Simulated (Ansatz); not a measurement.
# The perfect InAs wire along [110], 6 atoms a period, H-terminated, part 3 of 3

Wanted: the relaxed geometry and the bands of the InAs wire along [110], 6 atoms a period, H-terminated.

Ansatz 0.2.0; DFT PBE, plane waves, PAW; relaxation of a wire's period; PAW set soft_1 (the session's first sound run).

So far, band gap (eV): step 3 (bands of the perfect wire, PBE) 1.08; step 4 (another level of theory, cutoff 500 eV, k-mesh 1×1×14, r2SCAN PBE) 1.34; step 5 (levels at the same atoms, level HSE06, cutoff 420 eV, HSE06 PBE) 1.87; step 6 (two-component spinors, k-mesh 1×1×11, PBE spin-orbit) 1.08.

### 8. At a strained period, period over the relaxed period 1.06, k-mesh 1×1×13

This step: DFT PBE, plane waves, PAW; relaxation at a fixed period; PAW set soft_1 (Ansatz 0.2.0).

The period is set to 1.06 times the relaxed one and the atoms relax within it: strain changes bond lengths and angles, which shifts the bands against each other. Against the first PBE run of this kind, the mesh along the wire has 13 points against 18.

The cell differs from the one that the last finished run ended in (c 4.566 → 4.840 Å).

Contents of input.yaml:

```yaml
crystal:
  lattice:
    - [13.365, 0.0, 0.0]
    - [0.0, 14.084, 0.0]
    - [0.0, 0.0, 4.8402205261]
  atoms:
    - { symbol: As, position: [0.342707999, 0.5, 0.0] }
    - { symbol: H, position: [0.355683177, 0.766952729, 0.0] }
    - { symbol: In, position: [0.438781586, 0.671873679, 0.0] }
    - { symbol: In, position: [0.438781586, 0.328126321, 0.0] }
    - { symbol: H, position: [0.740316212, 0.5, 0.15552816] }
    - { symbol: H, position: [0.265858642, 0.5, 0.246090474] }
    - { symbol: As, position: [0.544327808, 0.642337306, 0.5] }
    - { symbol: As, position: [0.544327808, 0.357662694, 0.5] }
    - { symbol: H, position: [0.606093179, 0.733572641, 0.5] }
    - { symbol: H, position: [0.606093179, 0.266427359, 0.5] }
    - { symbol: In, position: [0.685660942, 0.5, 0.5] }
    - { symbol: H, position: [0.265858642, 0.5, 0.753909526] }
    - { symbol: H, position: [0.740316212, 0.5, 0.84447184] }
    - { symbol: H, position: [0.355683177, 0.233047271, 0.0] }
kpoints:
  mp_grid: { grid: [1, 1, 13] }
  band_path: { path: ["Γ", Z], npoints: 90 }
scf:
  occupations: { method: fermi_dirac, width: 0.05 }
hamiltonian:
  xc: pbe
  pseudopotentials: { kind: paw, azcp: { folder: soft_1 } }
relax:
  max_steps: 40
  f_tol: 0.02
output:
  stress: true
```

On the command line:

```sh
ansatz run input.yaml --threads 4 --pin off --max-ram 16384MiB --backend cpu --events-out ev --progress --plain --runs-dir out
```

Numbers of over 12 decimals in the logs are rounded to 6 here.

The program printed:

```text
Warning: output.stress: scf.convergence.dr2_threshold = 1e-7 eV (the SCF's general default) is looser than the 1.4e-9 eV advised for a printed stress (1e-10 eV for each atom of the cell: 14). What an SCF threshold leaves in a stress goes as its square root, and in the free energy as the threshold itself, and one threshold admits the most on a small cell: [figures from the program's tests cut] Every solve of this run  [...]
[...]
Crystal: 14 atoms, lattice volume = 911.088 Å³
Basis set: ecut = 420 eV, 17787 PW (Γ), exchange–correlation on 180×192×72 points (8 copies of the dense FFT grid, shifted against one another)
Bands: 60, of which v1, the nominal top of the filled ones, is band 46 counted from 1 (45 counted from 0)
Symmetry: 4 space group operations
[...]
k-points: 7 of 13
[...]
SCF iter   1: F=—  HF=-31489.300819 eV  |F-HF|=—  |Δ(HF+E_count)|=         —  Δρ=2.74e-2  dr2=8.06e0  ethr=3.10e-3  ⟨swp⟩=7.3  Hψ=1890  notcnv=0  defer=2
[...]
SCF iter   8: F=-31486.751292 eV  HF=-31486.751291 eV  |F-HF|=9.87e-7  |Δ(HF+E_count)|=   1.25e-5  Δρ=1.07e-5  dr2=1.01e-6  ethr=1.09e-8  ⟨swp⟩=4.0  Hψ=1204  notcnv=0
SCF 1 converged in 8 iterations: F = -31486.751292 eV  dr2 = 1.01e-6
[...]
relax step   1: F+E_penalty+E_count = -31486.75129222 eV  Δ(F+E_penalty+E_count) = +0.000e0 eV  max|allowed force component| = 7.039e-1 eV/Å  Δτ_max = 0.0000 Å  (8 SCF iters, dr2 threshold 1.00e-5 eV, accepted)
[...]
SCF iter   6: F=-31486.609926 eV  HF=-31486.609936 eV  |F-HF|=9.38e-6  |Δ(HF+E_count)|=   1.26e-5  Δρ=2.17e-5  dr2=1.28e-5  ethr=3.37e-8  ⟨swp⟩=4.3  Hψ=1311  notcnv=0
SCF 2 converged in 6 iterations: F = -31486.609926 eV  dr2 = 1.28e-5
relax step   2: F+E_penalty+E_count = -31486.60992614 eV  Δ(F+E_penalty+E_count) = +1.414e-1 eV  max|allowed force component| = 1.001e0 eV/Å  Δτ_max = 0.1925 Å  (6 SCF iters, dr2 threshold 3.10e-5 eV, rejected (line search))
[...]
SCF iter   8: F=-31486.888732 eV  HF=-31486.888732 eV  |F-HF|=2.83e-8  |Δ(HF+E_count)|=   1.85e-7  Δρ=2.46e-6  dr2=4.72e-8  ethr=1.09e-10  ⟨swp⟩=5.0  Hψ=1334  notcnv=0
SCF 3 converged in 8 iterations: F = -31486.888732 eV  dr2 = 4.72e-8
relax step   3: F+E_penalty+E_count = -31486.88873168 eV  Δ(F+E_penalty+E_count) = -1.374e-1 eV  max|allowed force component| = 9.196e-2 eV/Å  Δτ_max = 0.0937 Å  (8 SCF iters, accepted)
[...]
relax step   4: F+E_penalty+E_count = -31486.89437378 eV  Δ(F+E_penalty+E_count) = -5.642e-3 eV  max|allowed force component| = 6.330e-2 eV/Å  Δτ_max = 0.0548 Å  (6 SCF iters, dr2 threshold 5.29e-7 eV, accepted)
[...]
relax step   5: F+E_penalty+E_count = -31486.89585609 eV  Δ(F+E_penalty+E_count) = -1.482e-3 eV  max|allowed force component| = 2.567e-2 eV/Å  Δτ_max = 0.0173 Å  (6 SCF iters, accepted)
SCF iter   1: F=—  HF=-31486.896052 eV  |F-HF|=—  |Δ(HF+E_count)|=         —  Δρ=1.89e-4  dr2=2.17e-4  ethr=2.53e-6  ⟨swp⟩=2.3  Hψ=713  notcnv=0  defer=50
[...]
SCF iter   5: F=-31486.896050 eV  HF=-31486.896050 eV  |F-HF|=1.22e-9  |Δ(HF+E_count)|=   1.93e-8  Δρ=1.76e-6  dr2=3.15e-8  ethr=1.09e-10  ⟨swp⟩=4.9  Hψ=1401  notcnv=0
SCF 6 converged in 5 iterations: F = -31486.896050 eV  dr2 = 3.15e-8
relax step   6: F+E_penalty+E_count = -31486.89605049 eV  Δ(F+E_penalty+E_count) = -1.944e-4 eV  max|allowed force component| = 6.712e-3 eV/Å  Δτ_max = 0.0087 Å  (5 SCF iters, accepted)
[...]
the band table was solved once a step of the walk had ended and its energy, with any forces and stress, was formed, with the checks that follow a solve (2360 applications of the Hamiltonian). They found nothing against the state; the energy, forces and stress were not computed again (output.eigenvalues in the input reference)
[...]
SCF converged after 5 iterations
Free energy (F): -31486.896050 eV
[...]
Internal energy: -31486.896050 eV  (E = F + TS)
E sigma→0 (E₀):  -31486.896050 eV
Entropy (-TS):   -0.000001 eV (-0.000 meV/atom)
Fermi energy:    -2.066024 eV
[...]
--- Forces (eV/Å), atoms counted from 1 ---
  atom   1  As     0.00006064     0.00000000     0.00000000
  atom   2  H      0.00071967    -0.00194090     0.00000000
  atom   3  In    -0.00126143     0.00671178     0.00000000
  atom   4  In    -0.00126143    -0.00671178     0.00000000
  atom   5  H      0.00122084     0.00000000     0.00094462
  atom   6  H     -0.00019652     0.00000000     0.00044861
  atom   7  As    -0.00039396     0.00277776     0.00000000
  atom   8  As    -0.00039396    -0.00277776     0.00000000
  atom   9  H      0.00306932    -0.00196653     0.00000000
  atom  10  H      0.00306932     0.00196653     0.00000000
  atom  11  In    -0.00637837     0.00000000     0.00000000
  atom  12  H     -0.00019652     0.00000000    -0.00044861
  atom  13  H      0.00122084     0.00000000    -0.00094462
  atom  14  H      0.00071967     0.00194090     0.00000000
  max |Σ_I F_I| component: 1.88e-6 eV/Å
--- Stress (GPa, compression-positive) ---
       -0.003098       0.000000       0.000000
        0.000000       0.006517       0.000000
        0.000000       0.000000      -0.772835
  P = ⅓ Tr σ = -0.2565 GPa (-2.565 kbar)
--- Band table (eV; the first three rows and the last of 7) ---
  k-point 0: bands = [... 42 lower, -3.7329, -3.6484, -3.3930, -2.7049, -1.4191, -1.3736, 0.1560, 0.7186, ... 10 higher]
  k-point 1: bands = [... 42 lower, -3.8388, -3.7221, -3.4069, -2.8185, -1.1711, -1.1375, 0.2142, 0.7339, ... 10 higher]
  k-point 2: bands = [... 42 lower, -3.9909, -3.9695, -3.4542, -3.0004, -0.6053, -0.5743, 0.3541, 0.7279, ... 10 higher]
  k-point 6: bands = [... 42 lower, -4.3125, -4.1239, -3.8280, -3.4991, 0.2987, 0.4319, 0.9706, 1.1315, ... 10 higher]
--- Relaxed structure (6 steps of the walk, 5 accepted, 0 SCFs on fresh bases) ---
  F+E_penalty+E_count = -31486.89605049 eV   max|allowed force component| = 6.712e-3 eV/Å
  atoms:
    - { symbol: As, position: [0.346436, 0.5, 0] }
    - { symbol: H, position: [0.361319, 0.769077, 0] }
    - { symbol: In, position: [0.441971, 0.671864, 0] }
    - { symbol: In, position: [0.441971, 0.328136, 0] }
    - { symbol: H, position: [0.734429, 0.5, 0.175823] }
    - { symbol: H, position: [0.269779, 0.5, 0.232687] }
    - { symbol: As, position: [0.539801, 0.643070, 0.5] }
    - { symbol: As, position: [0.539801, 0.356930, 0.5] }
    - { symbol: H, position: [0.604783, 0.732348, 0.5] }
    - { symbol: H, position: [0.604783, 0.267652, 0.5] }
    - { symbol: In, position: [0.679891, 0.5, 0.5] }
    - { symbol: H, position: [0.269779, 0.5, 0.767313] }
    - { symbol: H, position: [0.734429, 0.5, 0.824177] }
    - { symbol: H, position: [0.361319, 0.230923, 0] }
```

Run time: 96 s. Hardware: 4 threads of Arm Neoverse V2, shared host; peak memory 3.1 GiB; 6.3 min of CPU time.

The steps of the relaxation:

| step | energy less that of the first step (eV) | largest force component (eV/Å) |
| --- | --- | --- |
| 1 | 0.0000 | 0.7039 |
| 2 | 0.1414 | 1.0013 |
| 3 | -0.1374 | 0.0920 |
| 4 | -0.1431 | 0.0633 |
| 5 | -0.1446 | 0.0257 |
| 6 | -0.1448 | 0.0067 |

Relaxation step 2 was tried and not accepted.

Forces are held to the 4 operations that the run works with; a distortion that breaks them can't arise in this run.

The atoms that moved most (Å):

| atom | dx | dy | dz | length |
| --- | --- | --- | --- | --- |
| H5 | -0.079 | 0.000 | 0.098 | 0.126 |
| H13 | -0.079 | 0.000 | -0.098 | 0.126 |
| H6 | 0.052 | 0.000 | -0.065 | 0.083 |
| H12 | 0.052 | 0.000 | 0.065 | 0.083 |
| H2 | 0.075 | 0.030 | 0.000 | 0.081 |
| H14 | 0.075 | -0.030 | 0.000 | 0.081 |
| In11 | -0.077 | 0.000 | 0.000 | 0.077 |
| As8 | -0.061 | -0.010 | 0.000 | 0.061 |

Final coordinates:

```xyz
14
Lattice="13.3650 0.0000 0.0000 0.0000 14.0840 0.0000 0.0000 0.0000 4.8402" Properties=species:S:1:pos:R:3
As    4.6301    7.0420    0.0000
H     4.8290   10.8317    0.0000
In    5.9069    9.4625    0.0000
In    5.9069    4.6215    0.0000
H     9.8156    7.0420    0.8510
H     3.6056    7.0420    1.1263
As    7.2144    9.0570    2.4201
As    7.2144    5.0270    2.4201
H     8.0829   10.3144    2.4201
H     8.0829    3.7696    2.4201
In    9.0867    7.0420    2.4201
H     3.6056    7.0420    3.7140
H     9.8156    7.0420    3.9892
H     4.8290    3.2523    0.0000
```

This step gave:

```
band gap : 1.286 eV
```

The electronic bands at the labelled points (eV, zero at the Fermi level):

```
  point  band 43  band 44  band 45  band 46  band 47  band 48  band 49  band 50
      Γ    -1.67    -1.58    -1.33    -0.64     0.65     0.69     2.22     2.78
halfway    -2.23    -2.01    -1.49    -1.12     2.23     2.32     2.52     2.83
      Z    -2.24    -2.06    -1.77    -1.45     2.36     2.49     3.04     3.20
```

The gap is 1.29 eV, against 1.08 eV under PBE at the relaxed period.

### 9. Strain along the wire, period over the relaxed period 0.97, k-mesh 1×1×14

The period is set to 0.97 times the relaxed one and the atoms relax within it: strain changes bond lengths and angles, which shifts the bands against each other. Against the first PBE run of this kind, the mesh along the wire has 14 points against 18.

The cell differs from the one that the last finished run ended in (c 4.840 → 4.429 Å).

Changes to input.yaml since step 8:

```diff
@@ -4,3 +4,3 @@
     - [0.0, 14.084, 0.0]
-    - [0.0, 0.0, 4.8402205261]
+    - [0.0, 0.0, 4.429258406]
   atoms:
@@ -21,3 +21,3 @@
 kpoints:
-  mp_grid: { grid: [1, 1, 13] }
+  mp_grid: { grid: [1, 1, 14] }
   band_path: { path: ["Γ", Z], npoints: 90 }
```

The program printed:

```text
[...]
Crystal: 14 atoms, lattice volume = 833.731 Å³
Basis set: ecut = 420 eV, 16365 PW (Γ), exchange–correlation on 180×192×60 points (8 copies of the dense FFT grid, shifted against one another)
Bands: 60, of which v1, the nominal top of the filled ones, is band 46 counted from 1 (45 counted from 0)
Symmetry: 4 space group operations
[...]
- { symbol: As, position: [0.546133, 0.642334, 0.5] }
    - { symbol: As, position: [0.546133, 0.357666, 0.5] }
    - { symbol: H, position: [0.607259, 0.733931, 0.5] }
    - { symbol: H, position: [0.607259, 0.266069, 0.5] }
    - { symbol: In, position: [0.687256, 0.5, 0.5] }
    - { symbol: H, position: [0.263804, 0.5, 0.747090] }
    - { symbol: H, position: [0.744465, 0.5, 0.851940] }
    - { symbol: H, position: [0.352822, 0.233487, 4.170582809803388e-19] }
[key lines of the parts left out:]
SCF converged after 6 iterations
Free energy (F): -31486.975247 eV
Fermi energy:    -1.038133 eV
P = ⅓ Tr σ = 0.1979 GPa (1.979 kbar)
```

Elapsed: 80 s, on 4 threads; peak memory 2.8 GiB.

Step by step:

```
step  energy less that of the first step (eV)  largest force component (eV/Å)
   1                                   0.0000                          0.4523
   2                                  -0.0148                          0.3172
   3                                  -0.0400                          0.0329
   4                                  -0.0404                          0.0133
```

The run keeps the 4 symmetry operations that it works with, so distortions that break them were not tested.

The atoms that moved most (Å):

```csv
atom,dx,dy,dz,length
H13,0.055,0.000,0.033,0.065
H5,0.055,0.000,-0.033,0.065
H12,-0.027,0.000,-0.030,0.041
H6,-0.027,0.000,0.030,0.041
H14,-0.038,0.006,0.000,0.039
H2,-0.038,-0.006,0.000,0.039
In4,-0.028,-0.004,0.000,0.028
In3,-0.028,0.004,0.000,0.028
```

Final coordinates:

```xyz
14
Lattice="13.3650 0.0000 0.0000 0.0000 14.0840 0.0000 0.0000 0.0000 4.4293" Properties=species:S:1:pos:R:3
As    4.5554    7.0420    0.0000
H     4.7155   10.7956    0.0000
In    5.8366    9.4672    0.0000
In    5.8366    4.6168    0.0000
H     9.9498    7.0420    0.6558
H     3.5257    7.0420    1.1202
As    7.2991    9.0466    2.2146
As    7.2991    5.0374    2.2146
H     8.1160   10.3367    2.2146
H     8.1160    3.7473    2.2146
In    9.1852    7.0420    2.2146
H     3.5257    7.0420    3.3091
H     9.9498    7.0420    3.7735
H     4.7155    3.2884    0.0000
```

Numbers from this step:

| Quantity | Value |
| --- | --- |
| band gap | 0.8622 eV |

The gap is 0.862 eV, against 1.08 eV under PBE at the relaxed period.

### 10. Results

```
cell length, PBE              : 4.566 Å
gap, PBE                      : 1.08 eV
gap, r2SCAN                   : 1.34 eV
gap, HSE06                    : 1.87 eV
gap, with spin-orbit coupling : 1.08 eV
gap, period scaled by 1.06    : 1.29 eV
gap, period scaled by 0.97    : 0.862 eV
```

What this shows: Under PBE the cell's length is 4.57 Å, and a gap of 1.08 eV makes it a semiconductor. At the relaxed period the wire is gapped under every functional, from 1.08 eV (PBE) to 1.87 eV (HSE06). Weak screening in one dimension makes quasiparticle gaps larger than the semilocal gaps, as a rule. Strain matters: under PBE the gap goes from 1.08 eV to 0.862 eV at 0.97 times the period and 1.29 eV at 1.06 times the period. Plain hydrogen on a compound's surface is a simple closure: it may leave surface states, and facets that end in unlike atoms put a field across the wire, both of which shrink the gap. A hybrid's gap is read on a coarse mesh, without a band path.

[Logs are printed without paths, hosts, clocks, repeated set-up lines and the standing remarks that a program may print on its own settings, such as how far it seeks lower states.]

[Hosts, paths, dates, database ids (printed as entryN), source tags and the programs' standing remarks are cut or masked in the printed files.]
